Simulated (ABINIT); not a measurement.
## A GW chain in ABINIT: CaC2 (Immm)

How does a plane-wave GW calculation on CaC2 (Immm) run from the first input to the gap?

Main program and level: ABINIT 10.8.3; PBEsol and many-body steps on it, plane waves.

The raw output is cut from this account; settings, times and results stay.

## (1) Starting point

Symmetry: Immm, No. 71, orthorhombic system. Conventional cell: a = 3.790 Å, b = 4.887 Å, c = 5.360 Å, α = 90.00°, β = 90.00°, γ = 90.00°. Ca has 8 C at 2.62 to 2.75 Å nearest. C has 1 C at 1.26 Å and 4 Ca at 2.62 to 2.75 Å nearest. Farther neighbours, and contacts between anions beyond the nearest, are not listed.

As a file:

```cif
data_structure
_symmetry_space_group_name_H-M 'Immm'
_symmetry_Int_Tables_number 71
_cell_length_a 3.7898
_cell_length_b 4.8865
_cell_length_c 5.3603
_cell_angle_alpha 90.000
_cell_angle_beta 90.000
_cell_angle_gamma 90.000
_cell_volume 99.27
loop_
_atom_site_label
_atom_site_type_symbol
_atom_site_symmetry_multiplicity
_atom_site_Wyckoff_symbol
_atom_site_fract_x
_atom_site_fract_y
_atom_site_fract_z
_atom_site_occupancy
Ca1 Ca 2 a 0.00000 0.00000 0.00000 1
C1 C 4 h 0.00000 0.87124 0.50000 1
```

The cell and positions are those that the Materials Project relaxed with its own functionals (PBE, PBE+U or r2SCAN), kept fixed.

## (2) Ground state

This step: ABINIT 10.8.3; DFT, PBEsol, plane waves, norm-conserving pseudopotentials.

The ground-state density comes first.

Contents of run.abi:

```
acell 3*1.0 Angstrom
rprim 
  -1.894876555000 2.443261230000 2.680131180000
  1.894876555000 -2.443261230000 2.680131180000
  1.894876555000 2.443261230000 -2.680131180000
ntypat 2
znucl 20 6
natom 3
typat 1 2 2
xred 
  0.000000000000 0.000000000000 0.000000000000
  0.371239070000 0.500000000000 0.871239070000
  0.628760930000 0.500000000000 0.128760930000
pp_dirpath "pseudos"
pseudos "Ca.upf, C.upf"
ecut 37
ngkpt 6 6 6
nshiftk 1
shiftk 0 0 0
kptopt 1
chksymbreak 0
nband 14
occopt 1
tolvrs 1e-10
nstep 60
prtwf 0
optforces 0
optstress 0
indata_prefix "in"
outdata_prefix "out"
tmpdata_prefix "tmp"
```

On the command line:

```sh
$ OMP_NUM_THREADS=1 mpirun -n 4 abinit run.abi > log
```

Elapsed: 66 s, on 4 MPI ranks of AMD EPYC 7571, shared host; peak memory 0.37 GiB.

This step gave:

| Quantity | Value |
| --- | --- |
| total energy | -1378.0876 eV |
| gap | 2.343 eV |
| k of the valence top | 0.3333, -0.1667, 0.1667 |
| k of the conduction bottom | 0, 0, 0 |
| least direct gap | 2.601 eV |

The gap is indirect, with the least direct gap 0.26 eV higher.

## (3) Bands along the symmetry lines

Levels along a band path, at the cheap level, show where the edges lie and whether the meshes to come will hold them.

Contents of run.abi:

```
acell 3*1.0 Angstrom
rprim 
  -1.894876555000 2.443261230000 2.680131180000
  1.894876555000 -2.443261230000 2.680131180000
  1.894876555000 2.443261230000 -2.680131180000
ntypat 2
znucl 20 6
natom 3
typat 1 2 2
xred 
  0.000000000000 0.000000000000 0.000000000000
  0.371239070000 0.500000000000 0.871239070000
  0.628760930000 0.500000000000 0.128760930000
pp_dirpath "pseudos"
pseudos "Ca.upf, C.upf"
ecut 37
iscf -2
irdden 1
kptopt 0
nkpt 92
kpt 
  0.00000000 0.00000000 0.00000000
  0.06250000 0.06250000 -0.06250000
  0.12500000 0.12500000 -0.12500000
  0.18750000 0.18750000 -0.18750000
  0.25000000 0.25000000 -0.25000000
  0.31250000 0.31250000 -0.31250000
  0.37500000 0.37500000 -0.37500000
  0.43750000 0.43750000 -0.43750000
  0.50000000 0.50000000 -0.50000000
  0.48437067 0.51562933 -0.48437067
  0.46874135 0.53125865 -0.46874135
  0.45311202 0.54688798 -0.45311202
  0.43748270 0.56251731 -0.43748270
  0.42185337 0.57814663 -0.42185337
  0.40622404 0.59377596 -0.40622404
  0.39059472 0.60940528 -0.39059472
  0.37496539 0.62503461 -0.37496539
  -0.37496539 0.37496539 0.37496539
  -0.32809472 0.32809472 0.32809472
  -0.28122404 0.28122404 0.28122404
  -0.23435337 0.23435337 0.23435337
  -0.18748270 0.18748270 0.18748270
  -0.14061202 0.14061202 0.14061202
  -0.09374135 0.09374135 0.09374135
  -0.04687067 0.04687067 0.04687067
  0.00000000 0.00000000 0.00000000
  0.05722034 -0.05722034 0.05722034
  0.11444069 -0.11444069 0.11444069
  0.17166103 -0.17166103 0.17166103
  0.22888138 -0.22888138 0.22888138
  0.28610172 -0.28610172 0.28610172
  0.34332207 -0.34332207 0.34332207
  0.40054241 -0.40054241 0.40054241
  0.45776276 -0.45776276 0.45776276
  0.54223724 0.45776276 -0.45776276
  0.53695758 0.46304241 -0.46304241
  0.53167793 0.46832207 -0.46832207
  0.52639828 0.47360172 -0.47360172
  0.52111862 0.47888138 -0.47888138
  0.51583896 0.48416104 -0.48416104
  0.51055931 0.48944069 -0.48944069
  0.50527966 0.49472035 -0.49472035
  0.50000000 0.50000000 -0.50000000
  0.00000000 0.00000000 0.00000000
  0.00000000 0.06250000 0.00000000
  0.00000000 0.12500000 0.00000000
  0.00000000 0.18750000 0.00000000
  0.00000000 0.25000000 0.00000000
  0.00000000 0.31250000 0.00000000
  0.00000000 0.37500000 0.00000000
  0.00000000 0.43750000 0.00000000
  0.00000000 0.50000000 0.00000000
  0.03125000 0.46875000 0.03125000
  0.06250000 0.43750000 0.06250000
  0.09375000 0.40625000 0.09375000
  0.12500000 0.37500000 0.12500000
  0.15625000 0.34375000 0.15625000
  0.18750000 0.31250000 0.18750000
  0.21875000 0.28125000 0.21875000
  0.25000000 0.25000000 0.25000000
  0.28125000 0.21875000 0.21875000
  0.31250000 0.18750000 0.18750000
  0.34375000 0.15625000 0.15625000
  0.37500000 0.12500000 0.12500000
  0.40625000 0.09375000 0.09375000
  0.43750000 0.06250000 0.06250000
  0.46875000 0.03125000 0.03125000
  0.50000000 0.00000000 0.00000000
  0.43750000 0.00000000 0.00000000
  0.37500000 0.00000000 0.00000000
  0.31250000 0.00000000 0.00000000
  0.25000000 0.00000000 0.00000000
  0.18750000 0.00000000 0.00000000
  0.12500000 0.00000000 0.00000000
  0.06250000 0.00000000 0.00000000
  0.00000000 0.00000000 0.00000000
  0.00000000 0.00000000 0.06250000
  0.00000000 0.00000000 0.12500000
  0.00000000 0.00000000 0.18750000
  0.00000000 0.00000000 0.25000000
  0.00000000 0.00000000 0.31250000
  0.00000000 0.00000000 0.37500000
  0.00000000 0.00000000 0.43750000
  0.00000000 0.00000000 0.50000000
  0.03125000 0.03125000 0.46875000
  0.06250000 0.06250000 0.43750000
  0.09375000 0.09375000 0.40625000
  0.12500000 0.12500000 0.37500000
  0.15625000 0.15625000 0.34375000
  0.18750000 0.18750000 0.31250000
  0.21875000 0.21875000 0.28125000
  0.25000000 0.25000000 0.25000000
istwfk *1
nband 16
nbdbuf 2
tolwfr 1e-08
nstep 40
prtwf 0
prtvol 0
indata_prefix "in"
outdata_prefix "out"
tmpdata_prefix "tmp"
```

The job ended after 80 s (4 MPI ranks; peak memory 0.37 GiB).

Read from the output:

- gap: 2.293 eV
- k of the valence top: 0.2861, -0.2861, 0.2861
- k of the conduction bottom: 0, 0, 0
- least direct gap: 2.601 eV

The gap is 2.293 eV, −0.049 eV from the run before at this level.

The electronic bands at the labelled points (eV, zero at the top of the highest filled band):

```csv
point,band 6,band 7,band 8,band 9,band 10,band 11,band 12,band 13
Γ,-2.30,-2.25,-0.57,-0.31,2.29,3.56,5.52,5.84
halfway,-3.02,-2.63,-0.97,-0.68,4.13,4.70,4.83,6.98
X,-3.41,-2.21,-1.08,-0.89,4.30,4.81,6.65,7.24
halfway,-3.43,-2.15,-1.17,-0.96,4.67,4.91,6.41,6.95
F2,-3.45,-1.98,-1.70,-0.73,5.17,5.54,5.77,6.34
jump to Σ0,-3.45,-1.98,-1.70,-0.73,5.17,5.54,5.77,6.34
halfway,-3.05,-2.45,-1.04,-0.42,3.34,4.93,5.12,6.67
Γ,-2.30,-2.25,-0.57,-0.31,2.29,3.56,5.52,5.84
halfway,-4.02,-1.49,-0.92,-0.05,3.84,5.43,6.00,6.40
Y0,-3.48,-2.19,-0.98,-0.90,4.33,4.90,6.50,7.22
jump to U0,-3.48,-2.19,-0.98,-0.90,4.33,4.90,6.50,7.22
halfway,-3.43,-2.20,-1.05,-0.89,4.31,4.83,6.61,7.24
X,-3.41,-2.21,-1.08,-0.89,4.30,4.81,6.65,7.24
jump to Γ,-2.30,-2.25,-0.57,-0.31,2.29,3.56,5.52,5.84
halfway,-2.89,-2.44,-0.96,-0.67,3.25,4.58,5.64,6.39
R,-3.35,-2.81,-1.29,-0.79,4.31,6.14,6.57,7.07
halfway,-3.35,-2.53,-1.41,-0.70,3.87,5.17,6.37,7.51
W,-3.35,-1.94,-1.85,-0.61,3.71,4.31,6.19,7.62
halfway,-3.90,-1.70,-1.51,-0.41,4.52,4.56,6.35,6.55
S,-4.32,-1.67,-1.01,-0.20,4.71,5.38,6.19,6.73
halfway,-3.66,-1.34,-0.78,-0.70,3.38,4.56,5.51,6.39
Γ,-2.30,-2.25,-0.57,-0.31,2.29,3.56,5.52,5.84
halfway,-3.42,-1.36,-0.95,-0.67,2.73,4.48,5.92,6.40
T,-3.45,-1.43,-1.17,-0.71,2.53,3.79,6.96,7.05
halfway,-3.40,-1.70,-1.54,-0.64,3.25,3.76,6.98,7.55
W,-3.35,-1.94,-1.85,-0.61,3.71,4.31,6.19,7.62
```

## (4) Empty states on the mesh, 4×4×4 mesh, 33 bands

The sums over transitions need many empty states on a uniform mesh; this step solves for them.

Contents of run.abi:

```
acell 3*1.0 Angstrom
rprim 
  -1.894876555000 2.443261230000 2.680131180000
  1.894876555000 -2.443261230000 2.680131180000
  1.894876555000 2.443261230000 -2.680131180000
ntypat 2
znucl 20 6
natom 3
typat 1 2 2
xred 
  0.000000000000 0.000000000000 0.000000000000
  0.371239070000 0.500000000000 0.871239070000
  0.628760930000 0.500000000000 0.128760930000
pp_dirpath "pseudos"
pseudos "Ca.upf, C.upf"
ecut 37
ngkpt 4 4 4
nshiftk 1
shiftk 0 0 0
kptopt 1
chksymbreak 0
iscf -2
irdden 1
istwfk *1
nband 33
nbdbuf 4
tolwfr 1e-09
nstep 60
prtvol 0
indata_prefix "in"
outdata_prefix "out"
tmpdata_prefix "tmp"
```

Wall time 30 s (4 MPI ranks); peak memory 0.32 GiB; 2 min of CPU time.

This step gave:

| Quantity | Value |
| --- | --- |
| gap | 2.291 eV |
| k of the valence top | 0.25, -0.25, 0.25 |
| k of the conduction bottom | 0, 0, 0 |
| least direct gap | 2.601 eV |
| k points computed | 18 |
| lowest point of the top converged band, above the valence top | 22.86 eV |

On this mesh the gap is 2.291 eV.

## (5) Screening, 4×4×4 mesh, 29 bands, screening to 87.1 eV

The RPA dielectric matrix is built and inverted for each q.

This step: RPA screening on PBEsol, plane waves, norm-conserving pseudopotentials.

Changes to run.abi since step 4:

```diff
@@ -21,10 +21,11 @@
 chksymbreak 0
-iscf -2
-irdden 1
 istwfk *1
-nband 33
-nbdbuf 4
-tolwfr 1e-09
-nstep 60
-prtvol 0
+occopt 1
+irdwfk 1
+optdriver 3
+nband 29
+ecuteps 3.2
+inclvkb 2
+awtr 1
+symchi 1
 indata_prefix "in"
```

It took 14 min on 4 MPI ranks; peak memory 6.5 GiB.

This step gave:

* ε∞ with local fields, on this mesh: 3.623
* ε∞ without local fields, on this mesh: 4.322
* plasma frequency: 22.36 eV
* plane waves in the screening matrix: 81

Local fields lower ε∞ by 16 %. On a Γ-centred mesh this coarse the value itself is usually too large, while a short band sum pulls it down.

## (6) Self-energy, 4×4×4 mesh, 29 bands, screening to 87.1 eV

The self-energy is evaluated for the states that the input lists, and the quasiparticle equation is solved.

This step: G0W0 on PBEsol, plane waves, norm-conserving pseudopotentials.

Changes to run.abi since step 5:

```diff
@@ -24,8 +24,17 @@
 irdwfk 1
-optdriver 3
+optdriver 4
 nband 29
+gwcalctyp 0
+ecutsigx 37
+symsigma 1
+nkptgw 2
+kptgw 
+  0.2500000000 -0.2500000000 0.2500000000
+  0.0000000000 0.0000000000 0.0000000000
+bdgw 
+  8 11
+  8 11
 ecuteps 3.2
-inclvkb 2
-awtr 1
-symchi 1
+irdscr 1
+ppmodel 1
 indata_prefix "in"
```

It took 35 s on 4 MPI ranks; peak memory 4 GiB; 2.3 min of CPU time.

This step gave:

| Item | Value |
| --- | --- |
| G0W0 gap on the mesh | 4.393 eV |
| starting gap on the mesh | 2.291 eV |
| k of the valence top | 0.25, -0.25, 0.25 |
| k of the conduction bottom | 0, 0, 0 |
| Z at the valence top | 0.782 |
| Z at the conduction bottom | 0.822 |
| least direct G0W0 gap on the computed points | 4.768 eV |

The gap on the mesh goes from 2.29 eV to 4.39 eV, a correction of +2.10 eV. The start differs from the 2.34 eV found before because the two sample other k points.

Limits: finite bands, cutoff and mesh; coarse k mesh. v1 is the top filled band, c1 the lowest empty one. Levels before and after the correction, in eV, zero at the valence-band top of each column:

```csv
,conduction bottom,valence top
Kohn-Sham,2.29,0.00
G0W0,4.39,0.00
```

```csv
,level,energy (eV)
Kohn-Sham,(0.25 -0.25 0.25) v2,-0.955
Kohn-Sham,(0.25 -0.25 0.25) v1,0.000
Kohn-Sham,(0.25 -0.25 0.25) c1,4.080
Kohn-Sham,(0.25 -0.25 0.25) c2,5.281
Kohn-Sham,Γ v2,-0.568
Kohn-Sham,Γ v1,-0.310
Kohn-Sham,Γ c1,2.291
Kohn-Sham,Γ c2,3.554
G0W0,(0.25 -0.25 0.25) v2,-1.069
G0W0,(0.25 -0.25 0.25) v1,0.000
G0W0,(0.25 -0.25 0.25) c1,6.350
G0W0,(0.25 -0.25 0.25) c2,7.809
G0W0,Γ v2,-0.657
G0W0,Γ v1,-0.375
G0W0,Γ c1,4.393
G0W0,Γ c2,6.045
```

## (7) Where the time went

Times are wall times on 4 MPI ranks of AMD EPYC 7571, shared host, good to a factor of about two.

```csv
step,time,share,memory (GiB)
ground state,66 s,6 %,0.37
bands along the symmetry lines,80 s,7 %,0.37
empty states on the mesh,30 s,3 %,0.32
screening,14 min,80 %,6.5
self-energy,35 s,3 %,4.0
```

## (8) Outcome

* PBEsol gap: 2.29 eV, indirect
* G0W0 gap on the mesh: 4.39 eV
* GW settings: 4×4×4 mesh, 29 bands, screening to 87.1 eV, Godby-Needs plasmon pole
* known limits: short of the basis limit; coarse k mesh

**Reading.** G0W0 moves the gap on the mesh from 2.29 eV to 4.39 eV (+2.10 eV), with Z of 0.78 and 0.82 at the edges. Local fields lower the RPA ε∞ on this mesh from 4.32 to 3.62; a Γ-centred mesh this coarse tends to raise both, most where the direct gap is narrow, while a short band sum lowers them. The dearest step here is «screening». Bands and cutoff are finite, so the gap stands short of the basis limit, usually by up to a few tenths of an eV; the mesh is an error of its own. The 4×4×4 mesh is coarse for this cell, which bears on the long-range parts of exchange and screening.

[Long decimals in the printed logs are rounded to 6 places.]

[Logs are printed without paths, hosts, clocks, repeated set-up lines and the standing remarks that a program may print on its own settings, such as how far it seeks lower states.]

[Paths, hosts, dates, memory and timing lines, banners, echoed tables and standing remarks are left out of the program output; an Ansatz launch command may be rebuilt from the run's recorded settings. Measured values are a selection of at most five: reports struck by readers or far from the other reports are left out. None is set beside runs whose start may be inverted or whose files or cutoffs have a known fault.]

[Runs of the session that timed out or met a known fault of the program may be left out.]

[Hosts, paths, dates, database ids (printed as entryN), source tags and the programs' standing remarks are cut or masked in the printed files.]

[G0W0 gaps are taken among the corrected bands and points alone; a level outside them can change the order at an edge.]

[Where Ansatz stands beside ABINIT at settings called matched, ABINIT's density can come from a denser mesh and the files from another edition; pairs whose starting gaps differed by over 0.03 eV were left out, so agreement reads better than it is.]
